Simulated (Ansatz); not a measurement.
# Li on Ag(111): change of the work function

Aim: the work function of Ag(111) at several coverages of Li (fcc site), and the dipole that each adsorbate carries.

Method: plane-wave DFT, PBE, Ansatz PAW, in Ansatz 0.2.0.

Most raw output is cut from this account.

**1. The starting structure**

The cell holds 4 atoms: 4 Ag. Cell: a = 2.892 Å, b = 2.892 Å, c = 25.084 Å, α = 90.0°, β = 90.0°, γ = 60.0°. Vacuum lies along c.

**2. The clean slab**

The bare slab comes first, as the zero from which every change is counted. The two lowest layers are held at bulk places and the upper ones relax. The dipole correction removes the false field that a one-sided slab makes across the periodic vacuum, so each face gets a flat vacuum level of its own.

Contents of input.yaml:

```yaml
crystal:
  lattice:
    - [2.8920667351, 0.0, 0.0]
    - [1.4460333675, 2.504603262, 0.0]
    - [0.0, 0.0, 25.084087803]
  atoms:
    - { symbol: Ag, position: [0.0, 0.0, 0.3587931947] }
    - { symbol: Ag, position: [0.3333333333, 0.3333333333, 0.4529310649] }
    - { symbol: Ag, position: [0.6666666667, 0.6666666667, 0.5470689351] }
    - { symbol: Ag, position: [0.0, 0.0, 0.6412068053] }
kpoints:
  mp_grid: { grid: [12, 12, 1] }
hamiltonian:
  xc: pbe
scf:
  occupations: { method: fermi_dirac, width: 0.1 }
  convergence: { dr2_threshold: 1.0e-08 }
efield:
  axis: 3
  dipole_correction: true
  ramp_position: 0.97
  ramp_width: 0.06
relax:
  f_tol: 0.02
  max_steps: 60
  constraints: [{ sites: [0, 1] }]
output:
  write_potential: true
  write_density: true
  volumetric_format: npy
```

Launch:

```sh
$ ansatz run input.yaml --threads 4 --pin off --max-ram 6144MiB --backend cpu --events-out ev --progress --plain --runs-dir out
```

It took 8.3 s on 4 threads of Arm Neoverse V2, shared host; peak memory 0.51 GiB.

Step by step:

| step | energy less that of the first step (eV) | largest force component (eV/Å) |
| --- | --- | --- |
| 1 | 0.0000 | 0.1394 |
| 2 | -0.0033 | 0.0588 |
| 3 | -0.0046 | 0.0035 |

The run keeps the 6 symmetry operations that it works with, so distortions that break them were not tested.

The atoms that moved most (Å):

| atom | dx | dy | dz | length |
| --- | --- | --- | --- | --- |
| Ag4 | 0.000 | 0.000 | 0.077 | 0.077 |
| Ag3 | 0.000 | 0.000 | 0.027 | 0.027 |

Final coordinates:

```xyz
4
Lattice="2.8921 0.0000 0.0000 1.4460 2.5046 0.0000 0.0000 0.0000 25.0841" Properties=species:S:1:pos:R:3
Ag    0.0000    0.0000    9.0000
Ag    1.4460    0.8349   11.3614
Ag    2.8921    1.6697   13.7500
Ag    0.0000    0.0000   16.1612
```

This step gave:

```
energy at zero smearing   : -30361.5275 eV
work function, upper face : 4.469 eV
dipole along the normal   : -8.00e-4 e·Å
```

Running mean over 2.361 Å of the planar mean; the ramp of the sawtooth is left out. Table of electron's electrostatic potential energy less the Fermi level by z:

| z (Å) | electron's electrostatic potential energy less the Fermi level (eV) |
| --- | --- |
| 3.5 | 4.45 |
| 4.0 | 4.45 |
| 4.5 | 4.45 |
| 5.0 | 4.44 |
| 5.5 | 4.43 |
| 6.0 | 4.38 |
| 6.5 | 4.19 |
| 7.0 | 3.48 |
| 7.5 | 1.20 |
| 8.0 | -2.25 |
| 8.5 | -4.95 |
| 9.0 | -5.85 |
| 9.5 | -6.00 |
| 10.0 | -6.03 |
| 10.5 | -6.04 |
| 11.0 | -6.05 |
| 11.5 | -6.03 |
| 12.0 | -5.92 |
| 12.5 | -5.85 |
| 13.0 | -5.89 |
| 13.5 | -5.99 |
| 14.0 | -5.97 |
| 14.5 | -5.78 |
| 15.0 | -5.68 |
| 15.5 | -5.78 |
| 16.0 | -5.86 |
| 16.5 | -5.38 |
| 17.0 | -3.28 |
| 17.5 | 0.148 |
| 18.0 | 2.97 |
| 18.5 | 4.08 |
| 19.0 | 4.36 |
| 19.5 | 4.44 |
| 20.0 | 4.46 |
| 20.5 | 4.47 |
| 21.0 | 4.47 |
| 21.5 | 4.47 |
| 22.0 | 4.47 |

The relaxation took 3 steps and lowered the energy by 0.0046 eV; the largest force on the free atoms ends at 0.0035 eV/Å.

The work function of the upper face is 4.47 eV.

**3. Adsorbate added, k-mesh 6×6×1, coverage 0.25 ML**

System of this step: Li/Ag(111). The cell holds 17 atoms: 16 Ag and 1 Li. Cell: a = 5.784 Å, b = 5.784 Å, c = 27.424 Å, α = 90.0°, β = 90.0°, γ = 60.0°. Vacuum lies along c.

The clean slab as it ended is repeated in the plane and the adsorbate is set on one face; the cell's size fixes the coverage, and the k-mesh shrinks with it to keep the sampling density about even. Adsorbate and upper layers relax, since the dipole depends on the height.

Contents of input.yaml:

```yaml
crystal:
  lattice:
    - [5.7841334702, 1.0e-10, 0.0]
    - [2.892066735, 5.0092065241, 0.0]
    - [0.0, 0.0, 27.423710037]
  atoms:
    - { symbol: Ag, position: [0.0, 0.0, 0.3281831666] }
    - { symbol: Ag, position: [0.1666666667, 0.1666666667, 0.4142897728] }
    - { symbol: Ag, position: [0.3333333333, 0.3333333333, 0.5013925181] }
    - { symbol: Ag, position: [0.0, 0.0, 0.5893163705] }
    - { symbol: Ag, position: [0.0, 0.5, 0.3281831666] }
    - { symbol: Ag, position: [0.1666666667, 0.6666666667, 0.4142897728] }
    - { symbol: Ag, position: [0.3333333333, 0.8333333333, 0.5013925181] }
    - { symbol: Ag, position: [0.0, 0.5, 0.5893163705] }
    - { symbol: Ag, position: [0.5, 0.0, 0.3281831666] }
    - { symbol: Ag, position: [0.6666666667, 0.1666666667, 0.4142897728] }
    - { symbol: Ag, position: [0.8333333333, 0.3333333333, 0.5013925181] }
    - { symbol: Ag, position: [0.5, 0.0, 0.5893163705] }
    - { symbol: Ag, position: [0.5, 0.5, 0.3281831666] }
    - { symbol: Ag, position: [0.6666666667, 0.6666666667, 0.4142897728] }
    - { symbol: Ag, position: [0.8333333333, 0.8333333333, 0.5013925181] }
    - { symbol: Ag, position: [0.5, 0.5, 0.5893163705] }
    - { symbol: Li, position: [0.1666666667, 0.1666666667, 0.6718168334] }
kpoints:
  mp_grid: { grid: [6, 6, 1] }
hamiltonian:
  xc: pbe
scf:
  occupations: { method: fermi_dirac, width: 0.1 }
  convergence: { dr2_threshold: 1.0e-08 }
efield:
  axis: 3
  dipole_correction: true
  ramp_position: 0.97
  ramp_width: 0.06
relax:
  f_tol: 0.02
  max_steps: 60
  constraints: [{ sites: [0, 1, 4, 5, 8, 9, 12, 13] }]
output:
  dos: { projected: true, e_range: [-8, 4] }
  write_potential: true
  write_density: true
  volumetric_format: npy
  elf: true
```

It took 1.8 min on 4 threads; peak memory 3.4 GiB.

The steps of the relaxation:

| step | energy less that of the first step (eV) | largest force component (eV/Å) |
| --- | --- | --- |
| 1 | 0.0000 | 0.4586 |
| 2 | -0.0651 | 0.0622 |
| 3 | -0.0682 | 0.0268 |
| 4 | -0.0687 | 0.0034 |

The run keeps the 6 symmetry operations that it works with, so distortions that break them were not tested.

The atoms that moved most (Å):

| atom | dx | dy | dz | length |
| --- | --- | --- | --- | --- |
| Li17 | 0.000 | 0.000 | -0.223 | 0.223 |
| Ag16 | 0.000 | 0.000 | 0.146 | 0.146 |
| Ag15 | 0.000 | 0.000 | -0.015 | 0.015 |
| Ag4 | -0.011 | -0.006 | -0.004 | 0.013 |
| Ag12 | 0.011 | -0.006 | -0.004 | 0.013 |
| Ag8 | 0.000 | 0.013 | -0.004 | 0.013 |
| Ag11 | -0.007 | 0.004 | 0.009 | 0.013 |
| Ag7 | 0.000 | -0.008 | 0.009 | 0.013 |

The relaxed structure:

```xyz
17
Lattice="5.7841 0.0000 0.0000 2.8921 5.0092 0.0000 0.0000 0.0000 27.4237" Properties=species:S:1:pos:R:3
Ag    0.0000    0.0000    9.0000
Ag    1.4460    0.8349   11.3614
Ag    2.8994    1.6739   13.7595
Ag   -0.0112   -0.0064   16.1575
Ag    1.4460    2.5046    9.0000
Ag    2.8921    3.3395   11.3614
Ag    4.3381    4.1659   13.7595
Ag    1.4460    2.5175   16.1575
Ag    2.8921    0.0000    9.0000
Ag    4.3381    0.8349   11.3614
Ag    5.7768    1.6739   13.7595
Ag    2.9032   -0.0064   16.1575
Ag    4.3381    2.5046    9.0000
Ag    5.7841    3.3395   11.3614
Ag    7.2302    4.1743   13.7346
Ag    4.3381    2.5046   16.3075
Li    1.4460    0.8349   18.2011
```

This step gave:

```yaml
energy_at_zero_smearing: -121651.0048 eV
work_function_upper_face: 2.215 eV
work_function_lower_face: 4.394 eV
dipole_along_the_normal: 0.3488 e·Å
step_between_the_vacuum_levels: -2.178 eV
```

Running mean over 2.361 Å of the planar mean; the ramp of the sawtooth is left out. The electron's electrostatic potential energy less the Fermi level by z:

z (Å), electron's electrostatic potential energy less the Fermi level (eV) and a bar from the least value:
```
      3.5       4.39 ##############################
      4.0       4.39 ##############################
      4.5       4.39 ##############################
      5.0       4.39 ##############################
      5.5       4.37 ##############################
      6.0       4.32 ##############################
      6.5       4.13 #############################
      7.0       3.44 ###########################
      7.5       1.15 #####################
      8.0      -2.30 ###########
      8.5      -4.97 ###
      9.0      -5.89 #
      9.5      -6.03 
     10.0      -6.06 
     10.5      -6.07 
     11.0      -6.08 
     11.5      -6.04 
     12.0      -5.92 
     12.5      -5.82 #
     13.0      -5.86 #
     13.5      -5.97 
     14.0      -5.93 
     14.5      -5.66 #
     15.0      -5.50 ##
     15.5      -5.66 #
     16.0      -5.91 
     16.5      -5.68 #
     17.0      -4.23 #####
     17.5      -1.52 #############
     18.0       0.84 ####################
     18.5       1.58 ######################
     19.0       1.65 ######################
     19.5       1.87 #######################
     20.0       2.08 #######################
     20.5       2.15 ########################
     21.0       2.19 ########################
     21.5       2.20 ########################
     22.0       2.21 ########################
     22.5       2.21 ########################
     23.0       2.21 ########################
     23.5       2.22 ########################
     24.0       2.22 ########################
```

The density of states has structure finer than the step of the table below, so its rows give means over 0.25 eV, whole bins alone (the curve runs from -8 to 1.98 eV). Peaks (eV: height): -5.080: 77.1, -4.630: 100, -4.570: 90.9, -4.420: 73.1, -3.880: 87.4, -3.100: 85.9, -2.980: 85.5.

The density of states by energy, zero at the Fermi level; means over each step:

energy (eV), density of states (states/eV a cell) and a bar:
```
    -7.50          0 
    -7.25          1 
    -7.00          1 
    -6.75          1 #
    -6.50          2 #
    -6.25          7 ###
    -6.00         31 #############
    -5.75         53 #######################
    -5.50         42 ##################
    -5.25         37 ################
    -5.00         43 ##################
    -4.75         53 #######################
    -4.50         69 ##############################
    -4.25         47 ####################
    -4.00         53 #######################
    -3.75         55 ########################
    -3.50         58 #########################
    -3.25         49 #####################
    -3.00         57 #########################
    -2.75          7 ###
    -2.50          4 ##
    -2.25          3 #
    -2.00          5 ##
    -1.75          4 ##
    -1.50          3 #
    -1.25          4 ##
    -1.00          5 ##
    -0.75          5 ##
    -0.50          4 ##
    -0.25          3 #
     0.00          7 ###
     0.25          8 ###
     0.50          5 ##
     0.75          5 ##
     1.00          4 ##
     1.25          4 ##
     1.50         10 ####
     1.75          7 ###
```

Projected DOS per atom over height of the atomic layer and energy from the Fermi level. Layers: Ag4 Ag4 Ag4 Ag4 Li from below.

Ten even steps from '0' (0.00 states/eV) to '9' (4.03 states/eV), each cell a mean:
```
00002
00001
00001
00000
00000
00000
00000
00000
00000
00000
23310
88870
96790
95690
99890
55660
67770
38630
00000
00000
00000
00000
```
Columns: height of the atomic layer (Å) from 9 to 18.2 (not evenly spaced); rows upwards: energy from the Fermi level (eV) from -7.96 to 1.95.

Valence density in the ca plane at fractional y = 0.167, with atoms of Ag and Li within 0.2 Å of it. It is the smooth field of the valence electrons, not physical close to the nuclei.

Ten steps, logarithmic in the rise over the least value, from '0' (0 e/Å³) to '9' (18 e/Å³), each cell a mean:
```
43111111111344211234321000000000000000000000
42111121111344311234321000000000000000000000
22112443211233211123210000000000000000000000
11125787421111111111110000000000000000000000
11136998521111100111100000000000000000000000
11126898521111100111110000000000000000000000
21124665311122111122210000000000000000000000
32111232111233211234321000000000000000000000
43111111111344311244321000000000000000000000
32111232111233211233321000000000000000000000
21124665311122111122211011000000000000000000
11126898521111100111111266200000000000000000
11136998521111100111111377300000000000000000
11125787411111111111111144100000000000000000
32112443211232211123211000000000000000000000
```
Columns run along c (16.0 Å, from fractional 0.34 to 0.92 of the cell), rows up along a (5.8 Å). Atoms in or near the plane, at fractional coordinates: Ag at (0.41, 0.17), Ag at (0.41, 0.67), Li at (0.66, 0.17).

Electrostatic potential energy in the ca plane at fractional y = 0.167, with atoms of Ag and Li within 0.2 Å of it. With pseudopotentials it is smooth inside the atoms' cores, unlike the true potential.

Values in eV, 8 rows by 16 columns, each cell a mean:
```
 -5   5   3   4 -10   0  -4  -6   6   5   6   6   7   7   7   7
  2  -4 -15   3  -1   4   3   2   7   7   7   7   7   7   7   7
  5 -14 -27  -2   5   7   6   6   7   7   7   7   7   7   7   7
  2  -5 -17   2   0   4   3   2   7   7   7   7   7   7   7   7
 -5   5   3   4 -10   0  -4  -6   6   6   6   7   7   7   7   7
  2  -4 -15   3   0   4   3   2   0  -3   4   6   7   7   7   7
  5 -14 -27  -1   6   7   6   5 -10 -17   3   6   7   7   7   7
  2  -5 -17   2   1   5   3   2   0  -4   4   6   7   7   7   7
```
Columns run along c (16.0 Å, from fractional 0.34 to 0.92 of the cell; values clipped at the 3rd and 97th percentile), rows up along a (5.8 Å). Atoms in or near the plane, at fractional coordinates: Ag at (0.41, 0.17), Ag at (0.41, 0.67), Li at (0.66, 0.17).

ELF in the ca plane at fractional y = 0.167, with atoms of Ag and Li within 0.2 Å of it. It is the smooth field of the valence electrons, not physical close to the nuclei.

Ten even steps from '0' (0.00) to '9' (0.99), each cell a mean:
```
32111111111233211233322321111100000000000000
32111111111233211233322233221000000000000000
21112332211222111122212222211000000000000000
11123565311111111111111111110000000000000000
11124786421111111111111111100000000000000000
11124676311111111111111111100000000000000000
21113444211121111112111222110000000000000000
22111222111232211123222222211000000000000000
32111111111233211233322332221100000000000000
22111222111232211122222210000000000000000000
11113454211121111112222012000000000000000000
11124676311111111112221179500000000000000000
11124786421111111112231299700000000000000000
11123565311111111111222046200000000000000000
21112332111122111122222100000000000000000000
```
Columns run along c (16.0 Å, from fractional 0.34 to 0.92 of the cell), rows up along a (5.8 Å). Atoms in or near the plane, at fractional coordinates: Ag at (0.41, 0.17), Ag at (0.41, 0.67), Li at (0.66, 0.17).

The relaxation took 4 steps and lowered the energy by 0.069 eV; the largest force on the free atoms ends at 0.0034 eV/Å.

By hand: a sheet of dipoles makes a step −p/(ε₀A) in the electron's potential. With e/ε₀ = 180.95 V·Å, p = 0.3488 e·Å and A = 28.97 Å², that is −180.95 × (0.3488) / 28.97 = -2.178 eV, and the two vacuum levels of the run differ by -2.178 eV.

The covered face has 2.22 eV, -2.25 eV against the clean one; the bare back face has moved by -0.06 eV, a measure of how thin the slab is.

**4. The covered slab, k-mesh 12×12×1, coverage 1 ML**

System of this step: Li/Ag(111). The cell holds 5 atoms: 4 Ag and 1 Li. Its edges and angles: a = 2.892 Å, b = 2.892 Å, c = 27.424 Å, α = 90.0°, β = 90.0°, γ = 60.0°. Vacuum lies along c.

Another coverage, to see how the dipoles act on each other as their distance changes.

input.yaml, the sections that differ from step 3:

```yaml
crystal:
  lattice:
    - [2.8920667351, 0.0, 0.0]
    - [1.4460333675, 2.504603262, 0.0]
    - [0.0, 0.0, 27.423710037]
  atoms:
    - { symbol: Ag, position: [0.0, 0.0, 0.3281831666] }
    - { symbol: Ag, position: [0.3333333333, 0.3333333333, 0.4142897728] }
    - { symbol: Ag, position: [0.6666666667, 0.6666666667, 0.5013925181] }
    - { symbol: Ag, position: [0.0, 0.0, 0.5893163705] }
    - { symbol: Li, position: [0.3333333333, 0.3333333333, 0.6718168334] }
kpoints:
  mp_grid: { grid: [12, 12, 1] }
relax:
  f_tol: 0.02
  max_steps: 60
  constraints: [{ sites: [0, 1] }]
output:
  write_potential: true
  write_density: true
  volumetric_format: npy
# hamiltonian, scf, efield: as in step 3
```

Wall time 10 s (4 threads); peak memory 0.55 GiB; 39 s of CPU time.

The steps of the relaxation:

| step | energy less that of the first step (eV) | largest force component (eV/Å) |
| --- | --- | --- |
| 1 | 0.0000 | 0.2525 |
| 2 | -0.0131 | 0.1352 |
| 3 | -0.0160 | 0.0060 |

Forces are held to the 6 operations that the run works with; a distortion that breaks them can't arise in this run.

The atoms that moved most (Å):

| atom | dx | dy | dz | length |
| --- | --- | --- | --- | --- |
| Li5 | 0.000 | 0.000 | -0.112 | 0.112 |
| Ag4 | 0.000 | 0.000 | 0.032 | 0.032 |
| Ag3 | 0.000 | 0.000 | 0.010 | 0.010 |

The relaxed structure:

```
Ag Li
1.0
     2.89207    0.00000    0.00000
     1.44603    2.50460    0.00000
     0.00000    0.00000   27.42371
Ag Li
4 1
Direct
  0.00000 0.00000 0.32818
  0.33333 0.33333 0.41429
  0.66667 0.66667 0.50177
  0.00000 0.00000 0.59049
  0.33333 0.33333 0.66775
```

Numbers from this step:

* energy at zero smearing: -30566.4157 eV
* work function, upper face: 3.576 eV
* work function, lower face: 4.465 eV
* dipole along the normal: 0.03562 e·Å
* step between the vacuum levels: -0.8898 eV

Running mean over 2.361 Å of the planar mean; the ramp of the sawtooth is left out. The electron's electrostatic potential energy less the Fermi level by z:

| z (Å) | electron's electrostatic potential energy less the Fermi level (eV) |
| --- | --- |
| 4 | 4.46 |
| 5 | 4.46 |
| 6 | 4.39 |
| 7 | 3.52 |
| 8 | -2.20 |
| 9 | -5.79 |
| 10 | -5.99 |
| 11 | -6.06 |
| 12 | -5.87 |
| 13 | -5.77 |
| 14 | -5.86 |
| 15 | -5.51 |
| 16 | -5.96 |
| 17 | -5.43 |
| 18 | -2.30 |
| 19 | -1.07 |
| 20 | 2.13 |
| 21 | 3.32 |
| 22 | 3.54 |
| 23 | 3.57 |
| 24 | 3.58 |

The relaxation took 3 steps and lowered the energy by 0.016 eV; the largest force on the free atoms ends at 0.0060 eV/Å.

The covered face has 3.58 eV, -0.89 eV against the clean one; the bare back face has moved by +0.02 eV, a measure of how thin the slab is.

**5. Work function against coverage**

This step: plane-wave DFT, PBE, Ansatz PAW; work function against coverage (Ansatz 0.2.0).

The runs are now put side by side.

Numbers from this step:

| Property | Result |
| --- | --- |
| work function of the clean face | 4.469 eV |
| largest change of the work function | -2.254 eV |

Work function of the covered face against coverage:

| coverage (adsorbates/nm²) | work function of the covered face (eV) |
| --- | --- |
| 0.00 | 4.47 |
| 3.45 | 2.22 |
| 13.81 | 3.58 |

The dipole per adsorbate comes from the change of the cell's dipole. Coverage, by row:

| coverage (1/nm²) | coverage (ML) | work function (eV) | change (eV) | dipole per adsorbate, positive end outwards (debye) | mean height of the added atoms over the highest substrate atom (Å) |
| --- | --- | --- | --- | --- | --- |
| 3.451 | 0.25 | 2.215 | -2.254 | 1.691 | 1.894 |
| 13.81 | 1 | 3.576 | -0.8937 | 0.175 | 2.119 |

**6. What came out**

| Quantity | Value |
| --- | --- |
| work function of the clean face | 4.47 eV |
| work function at 0.25 ML | 2.22 eV |
| work function at 1 ML | 3.58 eV |
| dipole per adsorbate at 0.25 ML, positive end outwards | 1.69 D |

Li lowers the work function of Ag(111) at the lowest coverage, by 2.25 eV: the adsorbate layer has its positive end outwards. The slab has 4 layers, at the tabulated experimental lattice constant, one starting site was run, and quantum-size effects of a slab this thin can reach one or two tenths of an eV.

[Logs are printed without paths, hosts, clocks, repeated set-up lines and the standing remarks that a program may print on its own settings, such as how far it seeks lower states.]

[Hosts, paths, dates, database ids (printed as entryN), source tags and the programs' standing remarks are cut or masked in the printed files.]

[Maps of the electrostatic potential energy from Ansatz leave out the sawtooth potential of an applied field or a dipole correction, so their vacuum need not be flat; planar profiles and work functions include it.]

[The density of states shown here was stored with 400 of the rows of the run's finer table, so its peaks can read low, often by over a quarter, or be missed, and its means over a window can be off by a tenth or more.]
